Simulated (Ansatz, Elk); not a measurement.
**LiCu5: X-ray structure factors from the self-consistent density**

The structure of LiCu5 used here is made up (a known structure type with other elements) and was relaxed beforehand with PBE. The aim is the Fourier transform of its all-electron density, F(hkl), set beside the sum over free spherical atoms that refinements use.

Program: Elk 11.2.3 (patched build). Level of theory: DFT, PBE, all-electron APW+lo, Dirac cores, scalar-relativistic bands, static density, no spin. Results are calculated unless marked as measured.

This account leaves out most program logs.

The structure was built from a prototype and need not be the compound's stable phase.

## 1. The structure

It takes space group P6/mmm (No. 191, hexagonal). Conventional cell: a = 4.874 Å, b = 4.874 Å, c = 4.081 Å, α = 90.00°, β = 90.00°, γ = 120.00°. Cu has 9 Cu at 2.48 to 2.81 Å and 3 Li at 2.81 Å nearest. Nearest to Cu lie 8 Cu at 2.44 to 2.48 Å. Nearest to Li lie 6 Cu at 2.81 Å. Farther neighbours are not listed.

## 2. Ground state and structure factors

An all-electron density is needed, since X-rays see the cores too. Task 0 finds the density and task 195 Fourier-transforms it; tshift is off so that phases refer to the origin typed.

Contents of elk.in:

```
tasks
  0
  195

xctype
  20

spinpol
  .false.

rgkmax
  7.0

gmaxvr
  14.0

lmaxo
  7

lmaxapw
  8

swidth
  0.002

tshift
  .false.

ramdisk
  .false.

hmaxvr
  5.5

maxscl
  120

epspot
  1e-06

sppath
  './'

avec
  9.21139299981 0.00000000000 0.00000000000
  -4.60569649991 7.97730034208 0.00000000000
  0.00000000000 0.00000000000 7.71212914581

atoms
  2
  'Cu.in'
  5
  0.6666666667 0.3333333333 0.0000000000   0.000000 0.000000 0.000000
  0.3333333333 0.6666666667 0.0000000000   0.000000 0.000000 0.000000
  0.0000000000 0.5000000000 0.5000000000   0.000000 0.000000 0.000000
  0.5000000000 0.5000000000 0.5000000000   0.000000 0.000000 0.000000
  0.5000000000 0.0000000000 0.5000000000   0.000000 0.000000 0.000000
  'Li.in'
  1
  0.0000000000 0.0000000000 0.0000000000   0.000000 0.000000 0.000000

ngridk
  5 5 6
```

The run is started by

```sh
$ OMP_NUM_THREADS=4 elk
```

The job ended after 39 s (4 threads of Arm Neoverse V1, shared host; peak memory 0.19 GiB).

SFACRHO.OUT:

```text

h k l indices transformed by vhmat matrix:
   1.000000000       0.000000000       0.000000000    
   0.000000000       1.000000000       0.000000000    
   0.000000000       0.000000000       1.000000000    

      h      k      l  multipl.   |H|            Re(F)            Im(F)           |F|

      0      0      0      1   0.0000000       148.00000     -0.16347287E-16   148.00000    
     -1      1      0      6  0.78763304      -50.687192     -0.64166410E-14   50.687192    
      0      0      1      2  0.81471474      -24.106260      0.90467718E-14   24.106260    
      1     -1     -1     12   1.1331928       1.8755769     -0.98043490E-14   1.8755769    
      1      1      0      6   1.3642204       24.801290     -0.10147071E-13   24.801290    
      0     -2      0      6   1.5752661       45.270931     -0.12202254E-14   45.270931    
     -1     -1     -1     12   1.5889800       66.854467      0.12258859E-13   66.854467    
      0      0     -2      2   1.6294295       109.22139      0.15817347E-13   109.22139    
     -2      0     -1     12   1.7734777      -81.443778     -0.17814873E-13   81.443778    
      0      1      2     12   1.8098083      -39.556794      0.17930817E-13   39.556794    
      2      1      0     12   2.0838811      -36.860528      0.12571225E-13   36.860528    
      2     -1     -2     12   2.1251207       20.419222     -0.43368129E-14   20.419222    
      2     -3      1     24   2.2374809       1.3931245      0.48485138E-14   1.3931245    
      2      0     -2     12   2.2663856       37.931674     -0.20208215E-14   37.931674    
      0     -3      0      6   2.3628991       19.206417      0.28251376E-14   19.206417    
      0      0      3      2   2.4441442      -16.049205      0.19239161E-13   16.049205    
     -3      3      1     12   2.4994104       52.766126     -0.32835227E-13   52.766126    
      1     -1     -3     12   2.5679188       1.2642996     -0.88295327E-14   1.2642996
```

Elk indexes on the primitive cell of elk.in and gives |H| = 4π sin θ/λ in inverse bohr. Below, one row stands for each form hkl of the conventional cell (m members, Friedel mates merged), F is for one primitive cell and the density is static (no thermal factor). Free-atom factors are Waasmaier and Kirfel's, and R is Σm||F|−|F'||/Σm|F|.

```
hkl   m  sin θ/λ (Å⁻¹)  abs F, DFT  neutral atoms   diff.
100   6          0.118      50.687         50.872  -0.185
001   2          0.122      24.106         24.285  -0.178
101  12          0.170       1.876          1.826  +0.049
110   6          0.205      24.801         25.079  -0.277
200   6          0.237      45.271         46.016  -0.745
111  12          0.239      66.855         67.963  -1.108
002   2          0.245     109.221        111.036  -1.815
201  12          0.267      81.444         82.745  -1.302
102  12          0.272      39.557         40.191  -0.634
210  12          0.313      36.861         37.315  -0.455
112  12          0.320      20.419         20.645  -0.226
211  24          0.337       1.393          1.425  -0.032
202  12          0.341      37.932         38.297  -0.365
300   6          0.355      19.206         19.328  -0.122
```

## 3. The highest occupied states alone

An energy window below the Fermi level keeps the highest occupied states, to see at which angles they scatter; shallow core shells can lie inside it and anion s states outside. No new self-consistency is needed.

Changes to elk.in since step 2:

```diff
@@ -1,3 +1,2 @@
 tasks
-  0
   195
@@ -40,2 +39,5 @@
 
+wsfac
+  -0.274720 0.466270
+
 sppath
```

The run is started by

```sh
$ OMP_NUM_THREADS=4 elk
```

Run time: 9.2 s. Hardware: 4 threads; peak memory 0.16 GiB.

States within 12 eV below the Fermi level hold 56.01 electrons; any levels below the window count with the cores. Their amplitudes can exceed the total, where window and core parts have opposite phase:

```
hkl  sin θ/λ (Å⁻¹)  abs F, window  abs F, all
100          0.118         17.714      50.687
001          0.122          8.606      24.106
101          0.170          0.060       1.876
110          0.205          6.635      24.801
200          0.237         11.683      45.271
111          0.239         17.404      66.855
002          0.245         28.393     109.221
201          0.267         21.054      81.444
102          0.272         10.320      39.557
210          0.313          8.877      36.861
```

## 4. Another functional

The difference from free atoms is small, so it is set against the change that PBEsol makes.

Changes to elk.in since step 3:

```diff
@@ -1,2 +1,3 @@
 tasks
+  0
   195
@@ -4,3 +5,3 @@
 xctype
-  20
+  22
 
@@ -39,5 +40,2 @@
 
-wsfac
-  -0.274720 0.466270
-
 sppath
```

The run is started by

```sh
$ OMP_NUM_THREADS=4 elk
```

Wall time 39 s (4 threads); peak memory 0.19 GiB.

Against the first run R = 0.03 %; the largest change is -0.046 at 002.

## 5. Basis size

The basis and the expansions that go with it are enlarged, to see whether the differences are converged.

Changes to elk.in since step 4:

```diff
@@ -5,3 +5,3 @@
 xctype
-  22
+  20
 
@@ -11,12 +11,12 @@
 rgkmax
-  7.0
+  8.5
 
 gmaxvr
-  14.0
+  18.0
 
 lmaxo
-  7
+  9
 
 lmaxapw
-  8
+  10
```

The run is started by

```sh
$ OMP_NUM_THREADS=4 elk
```

Run time: 94 s. Hardware: 4 threads; peak memory 0.37 GiB.

Against the first run R = 0.01 %; the largest change is -0.014 at 222.

## 6. Settings against the effect

```
                              run  R against the first run (%)  R against neutral atoms, low angle (%)  wall time
                    PBE, rgkmax 7                         0.00                                    1.48       39 s
                           PBEsol                         0.03                                    1.51       39 s
rgkmax 8.5 with larger expansions                         0.01                                    1.47       94 s
```

## 7. What came out

```yaml
r_against_neutral_atoms_sin_theta_lambda_0p3_a_minus1: 1.48 %
r_against_neutral_atoms_0p3_to_0p83_a_minus1: 0.50 %
```

In words: Independent neutral atoms miss the calculated amplitudes by R = 1.48 % below 0.3 Å⁻¹ and 0.50 % from there to 0.83 Å⁻¹; by shells, 0.42 % below 0.15 Å⁻¹ (2 forms), 1.61 % 0.15 to 0.3 (7 forms), 0.51 % 0.3 to 0.45 (16 forms), 0.50 % above 0.45 (82 forms). Bonding, aspherical density and the tables' own atoms all enter these figures, and the runs don't part them. The largest change of an amplitude is -1.81 electrons, at 002. The window's part falls from 56.0 electrons at the origin to at most 11.40 between 0.45 and 0.83 Å⁻¹, where compact states inside the window still scatter. Below 0.3 Å⁻¹ the changes that finished (PBEsol and rgkmax 8.5 with larger expansions) move F by R = 0.04 % at most, against the 1.48 % that separates it from free atoms. The k-mesh has no finished test. These runs have no spin, though d or f shells may be open. Part of the difference isn't bonding: the tables are fits to free atoms and ions calculated by other methods than this functional. Thermal motion, anomalous dispersion and extinction are left out.

[Logs are printed without paths, hosts, clocks, repeated set-up lines and the standing remarks that a program may print on its own settings, such as how far it seeks lower states.]

[Hosts, paths, dates, database ids (printed as entryN), source tags and the programs' standing remarks are cut or masked in the printed files.]
